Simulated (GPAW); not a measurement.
**Optical response of Zr**

Aim: the dielectric function of Zr, and the optical constants that follow from it.

Main program and level: GPAW 26.7.0; DFT, PBE, plane-wave PAW (GPAW data sets), scalar-relativistic, RPA, optical limit.

Report form: the programs' logs are mostly left out.

## Step 1: The structure

It takes space group P6_3/mmc (No. 194, hexagonal). Conventional cell: a = 3.232 Å, b = 3.232 Å, c = 5.147 Å, α = 90.00°, β = 90.00°, γ = 120.00°. Nearest to Zr lie 12 Zr at 3.18 to 3.23 Å.

## Step 2: Ground state

First the ground state: is it a metal or has it a gap?

This step: DFT, PBE, plane-wave PAW (GPAW data sets), scalar-relativistic, ground state (GPAW 26.7.0).

File gs.py:

```python
from ase import Atoms
from ase.dft.bandgap import bandgap
from gpaw import GPAW, PW, FermiDirac

atoms = Atoms(['Zr', 'Zr'],
              cell=[[3.232000000000, 0.000000000000, 0.000000000000],
                    [-1.616000000000, 2.798994105000, 0.000000000000],
                    [0.000000000000, 0.000000000000, 5.147000000000]],
              scaled_positions=[[0.666666666700, 0.333333333300, 0.750000000000],
                                [0.333333333300, 0.666666666700, 0.250000000000]],
              pbc=[True, True, True])
atoms.calc = GPAW(mode=PW(500), xc='PBE', kpts={'size': (9, 9, 5), 'gamma': True},
                  occupations=FermiDirac(0.05), maxiter=150, txt='gs.txt')
print('energy (eV)', atoms.get_potential_energy())
print('Fermi level (eV)', atoms.calc.get_fermi_level())
print('valence electrons', atoms.calc.get_number_of_electrons())
print('gap (eV)', bandgap(atoms.calc, output=None)[0])
print('direct gap (eV)', bandgap(atoms.calc, direct=True, output=None)[0])
atoms.calc.write('gs.gpw')
```

Launch:

```sh
$ OMP_NUM_THREADS=1 python gs.py
```

The job ended after 63 s (1 thread of Intel Xeon at 2.50GHz (Skylake/Cascade Lake), shared host; peak memory 0.16 GiB).

Read-outs, printed or worked out from the files:

| Item | Value |
| --- | --- |
| energy | -14.80 eV |
| Fermi energy | 9.417 eV |
| electrons | 24 |

There are states at the Fermi level within the smearing, so the occupations stay smeared and the carriers get a Drude term.

## Step 3: Bands for the response

At the fixed density, many empty bands are solved on the mesh of the response, since the spectrum sums over them.

This step: DFT, PBE, plane-wave PAW (GPAW data sets), scalar-relativistic, bands at fixed density (GPAW 26.7.0).

File nscf.py:

```python
from ase.dft.bandgap import bandgap
from gpaw import GPAW, FermiDirac

calc = GPAW('gs.gpw').fixed_density(kpts={'size': (15, 15, 9), 'gamma': True}, nbands=42, convergence={'bands': 36},
                                    occupations=FermiDirac(0.05), txt='nscf.txt')
print('gap (eV)', bandgap(calc, output=None)[0])
print('direct gap (eV)', bandgap(calc, direct=True, output=None)[0])
print('top band over the Fermi level (eV)', min(calc.get_eigenvalues(kpt=k)[35] for k in range(len(calc.get_ibz_k_points()))) - calc.get_fermi_level())
calc.write('full.gpw', mode='all')
```

Launch:

```sh
$ OMP_NUM_THREADS=1 python nscf.py
```

Run time: 12 min. Hardware: 1 thread; peak memory 0.35 GiB.

## Step 4: Dielectric function, RPA

Local fields let the induced charge screen the field inside the cell, which as a rule lowers ε, most along directions where the density is uneven.

This step: DFT, PBE, plane-wave PAW (GPAW data sets), scalar-relativistic, RPA, optical limit (GPAW 26.7.0).

File df.py:

```python
from gpaw.response.df import DielectricFunction

df = DielectricFunction('full.gpw', frequencies={'type': 'nonlinear', 'domega0': 0.03, 'omega2': 8},
                        ecut=50,
                        eta=0.15,
                        nbands=36,
                        rate=0.05,
                        txt='df.txt')
for direction in ['x', 'z']:
    df.get_dielectric_function(xc='RPA', direction=direction, filename=f'df_{direction}.csv')
```

Launch:

```sh
$ OMP_NUM_THREADS=1 python df.py
```

Run time: 2.1 min. Hardware: 1 thread; peak memory 0.24 GiB.

Some rows of df_x.csv (energy; Re and Im without local fields; Re and Im with them):

```text
0.000000, 4240.273420, -0.000000, 4239.215755, -0.000000
0.460735, 2.965253, 39.096384, 2.005410, 38.724520
0.943989, 12.856242, 40.645246, 12.346550, 39.883491
1.451455, 4.033756, 32.493403, 3.911225, 31.911097
1.984998, -0.261478, 28.056116, -0.063354, 27.259846
2.546682, -5.919922, 20.110581, -5.533146, 20.278385
3.138794, -5.124849, 13.883087, -5.327349, 13.791632
3.763875, -3.612429, 10.352385, -3.534245, 10.232784
4.424758, -4.020880, 9.280022, -3.946326, 9.243013
5.124608, -4.963098, 6.618032, -4.898403, 6.665633
5.866977, -4.179798, 3.543497, -4.229259, 3.604935
6.655862, -1.903769, 2.251627, -1.978349, 2.268945
7.495775, -0.147277, 2.607719, -0.183144, 2.597712
8.391833, -1.778864, 2.578069, -1.850453, 2.637416
9.349861, -0.066304, 2.209909, -0.245836, 2.192162
10.376517, -1.041345, 2.277861, -1.066228, 2.310040
11.479449, -0.664193, 1.320895, -0.807883, 1.371075
12.667487, -0.607618, 1.129739, -0.756685, 1.121381
13.950874, -0.186157, 0.800792, -0.362886, 0.781671
```

Sum at mesh points, not converged in k. Im ε against photon energy; read off at these points:

```csv
photon energy (eV),E ∥ x,E ∥ z
0.500,37.9,65.0
0.716,46.9,73.7
0.750,46.5,73.5
1.000,39.2,56.7
1.250,38.0,50.8
1.500,31.2,46.6
1.750,29.3,37.7
2.000,27.1,24.7
2.250,24.6,19.5
2.500,21.1,17.1
2.750,17.8,16.0
3.000,14.7,12.8
3.250,13.1,12.3
3.500,10.6,10.8
3.750,10.2,9.85
4.000,9.46,9.56
4.250,9.45,9.23
4.500,8.87,8.24
4.750,8.08,7.13
5.000,7.41,6.82
5.250,6.08,5.88
5.500,4.99,4.93
5.750,4.23,4.97
6.000,3.07,4.02
6.250,2.69,3.22
6.500,2.44,2.83
6.750,2.20,2.93
7.000,2.20,2.88
7.250,2.41,2.59
7.500,2.61,2.56
7.750,3.56,2.27
8.000,3.94,1.78
8.250,3.28,1.58
8.500,2.35,1.19
8.750,2.02,1.08
9.000,1.86,1.28
9.250,2.06,1.48
9.500,2.41,1.89
9.750,2.97,2.87
10.000,2.67,2.80
10.250,2.34,2.64
10.500,2.26,2.58
10.750,1.96,2.56
11.000,1.73,2.14
11.250,1.46,1.60
11.500,1.39,1.50
11.750,1.51,1.40
12.000,1.30,1.10
12.250,1.26,0.947
12.500,1.15,0.816
12.750,1.09,0.717
13.000,0.958,0.718
13.250,0.751,0.756
13.500,0.722,0.797
13.750,0.763,0.807
```

Values under 1 per cm are given as 1; sum at mesh points, not converged in k. The absorption coefficient by photon energy:

```csv
photon energy (eV),E ∥ x (1/cm),E ∥ z (1/cm)
0.492,1.9e5,2.4e5
1.010,3.9e5,5.0e5
1.486,5.6e5,7.4e5
1.985,7.4e5,9.2e5
2.508,9.4e5,9.2e5
3.018,1.0e6,9.9e5
3.510,1.0e6,1.1e6
3.980,1.1e6,1.1e6
4.516,1.2e6,1.2e6
4.981,1.3e6,1.3e6
5.515,1.3e6,1.3e6
6.021,1.2e6,1.4e6
6.494,1.1e6,1.2e6
6.985,9.5e5,1.3e6
7.496,9.0e5,1.2e6
8.026,1.3e6,1.2e6
8.516,1.3e6,1.1e6
9.023,1.1e6,8.1e5
9.483,1.1e6,8.0e5
10.026,1.4e6,1.3e6
10.519,1.4e6,1.4e6
11.029,1.4e6,1.6e6
11.479,1.3e6,1.4e6
12.023,1.3e6,1.4e6
12.504,1.3e6,1.3e6
13.000,1.3e6,1.1e6
13.512,1.1e6,1.1e6
```

The loss function −Im 1/ε at q → 0 has structure finer than the step of the table below, so its rows give means over 0.5 eV, whole bins alone (the curve runs from 0.305 to 14.0 eV). Peaks (eV: height): E ∥ x 7.44: 0.391, 9.09: 0.478; E ∥ z 9.09: 0.758.

Sum at mesh points, not converged in k. Loss function −Im 1/ε at q → 0 against energy loss; means over each step:

```csv
energy loss (eV),E ∥ x,E ∥ z
1.0,0.0228,0.0168
1.5,0.0308,0.0215
2.0,0.0370,0.0318
2.5,0.0448,0.0479
3.0,0.0581,0.0611
3.5,0.0778,0.0746
4.0,0.0917,0.0871
4.5,0.0941,0.0901
5.0,0.0983,0.103
5.5,0.109,0.118
6.0,0.136,0.124
6.5,0.218,0.175
7.0,0.352,0.209
7.5,0.358,0.233
8.0,0.243,0.261
8.5,0.287,0.417
9.0,0.444,0.724
9.5,0.407,0.499
10.0,0.328,0.347
10.5,0.355,0.355
11.0,0.393,0.324
11.5,0.508,0.409
12.0,0.528,0.447
12.5,0.596,0.608
13.0,0.654,0.935
13.5,0.960,1.06
```

The reflectivity at normal incidence has structure finer than the step of the table below, so its rows give means over 0.5 eV, whole bins alone (the curve runs from 0.305 to 14.0 eV). Peaks (eV: height): E ∥ x 5.92: 60.2, 8.33: 43.7, 11.10: 40.4, 13.17: 42.0; E ∥ z 11.94: 46.2.

Sum at mesh points, not converged in k. Reflectivity at normal incidence against photon energy; means over each step:

```csv
photon energy (eV),E ∥ x (%),E ∥ z (%)
1.0,61.3,67.8
1.5,59.3,67.8
2.0,58.6,68.1
2.5,59.4,61.7
3.0,58.0,59.0
3.5,54.5,56.0
4.0,50.8,53.1
4.5,51.9,54.9
5.0,54.6,54.7
5.5,57.2,54.9
6.0,58.3,57.1
6.5,50.2,53.1
7.0,36.0,48.3
7.5,25.8,47.2
8.0,34.4,50.3
8.5,41.8,46.4
9.0,31.2,23.8
9.5,24.4,15.8
10.0,33.2,26.7
10.5,36.2,30.9
11.0,39.6,40.9
11.5,35.6,41.4
12.0,36.5,45.8
12.5,36.5,45.0
13.0,39.9,36.5
13.5,35.4,29.4
```

Sum at mesh points, not converged in k. Im ε, E ∥ x against photon energy; read off at these points:

```csv
photon energy (eV),without local fields,with local fields
0.500,38.4,37.9
0.716,47.7,46.9
0.750,47.3,46.5
1.000,40.0,39.2
1.250,38.7,38.0
1.500,31.7,31.2
1.750,29.9,29.3
2.000,27.9,27.1
2.250,25.0,24.6
2.500,21.0,21.1
2.750,17.6,17.8
3.000,14.6,14.7
3.250,13.3,13.1
3.500,10.8,10.6
3.750,10.3,10.2
4.000,9.52,9.46
4.250,9.53,9.45
4.500,8.89,8.87
4.750,8.12,8.08
5.000,7.42,7.41
5.250,6.03,6.08
5.500,4.92,4.99
5.750,4.16,4.23
6.000,3.02,3.07
6.250,2.66,2.69
6.500,2.41,2.44
6.750,2.19,2.20
7.000,2.20,2.20
7.250,2.43,2.41
7.500,2.62,2.61
7.750,3.54,3.56
8.000,3.89,3.94
8.250,3.22,3.28
8.500,2.29,2.35
8.750,1.93,2.02
9.000,1.80,1.86
9.250,2.04,2.06
9.500,2.48,2.41
9.750,3.04,2.97
10.000,2.69,2.67
10.250,2.33,2.34
10.500,2.20,2.26
10.750,1.88,1.96
11.000,1.65,1.73
11.250,1.40,1.46
11.500,1.34,1.39
11.750,1.47,1.51
12.000,1.28,1.30
12.250,1.25,1.26
12.500,1.15,1.15
12.750,1.10,1.09
13.000,0.957,0.958
13.250,0.749,0.751
13.500,0.712,0.722
13.750,0.764,0.763
```

At chosen wavelengths:

```csv
wavelength (nm),n x,k x,R (%) x,1/α x,n z,k z,R (%) z,1/α z
1550,5.51,4.070,62.6,30 nm,6.42,5.427,69.6,23 nm
1064,5.00,3.917,61.0,22 nm,5.38,5.035,67.4,17 nm
800,4.18,3.672,58.5,17 nm,4.59,5.082,67.8,13 nm
532,3.23,3.735,59.4,11 nm,2.45,3.831,63.1,11 nm
450,2.54,3.489,58.9,10 nm,2.24,3.550,61.2,10 nm
365,1.89,2.993,56.3,9.7 nm,1.91,3.052,57.0,9.5 nm
193,0.72,1.736,51.6,8.8 nm,0.75,1.909,55.1,8.0 nm
```

In reflection the computed colour is light grey: x = 0.317, y = 0.332, luminous reflectivity 62 %.

## Step 5: What came out

**Reading.** At this level (PBE, RPA) Zr is a metal. The mesh is too coarse to trust the carriers' weight, the reflectivity or the colour to better than tens of per cent. In reflection the computed colour is light grey: x = 0.317, y = 0.332, luminous reflectivity 62 %. The carriers' damping of 0.05 eV is typed, not computed; it shapes the response at the lowest energies. In this version of GPAW the matrix elements of the optical limit are incomplete, which can lower ε − 1 by up to a tenth where first-row anions or d states rule, and shift it by more in d metals. GPAW's carrier term has the form −ωp²/(ω + i·rate)², which damps like twice the rate and fails at low energy, so the curves leave the lowest energies out. The sum runs over mesh points 0.15 Å⁻¹ apart with no interpolation, so peaks are partly noise of the mesh, and the Drude plasma energy, a sum over the Fermi surface, isn't converged.

[Machine, clock and banner lines and Python warnings are left out of the logs.]

[Logs are printed without paths, hosts, clocks, repeated set-up lines and the standing remarks that a program may print on its own settings, such as how far it seeks lower states.]

[Hosts, paths, dates, database ids (printed as entryN), source tags and the programs' standing remarks are cut or masked in the printed files.]
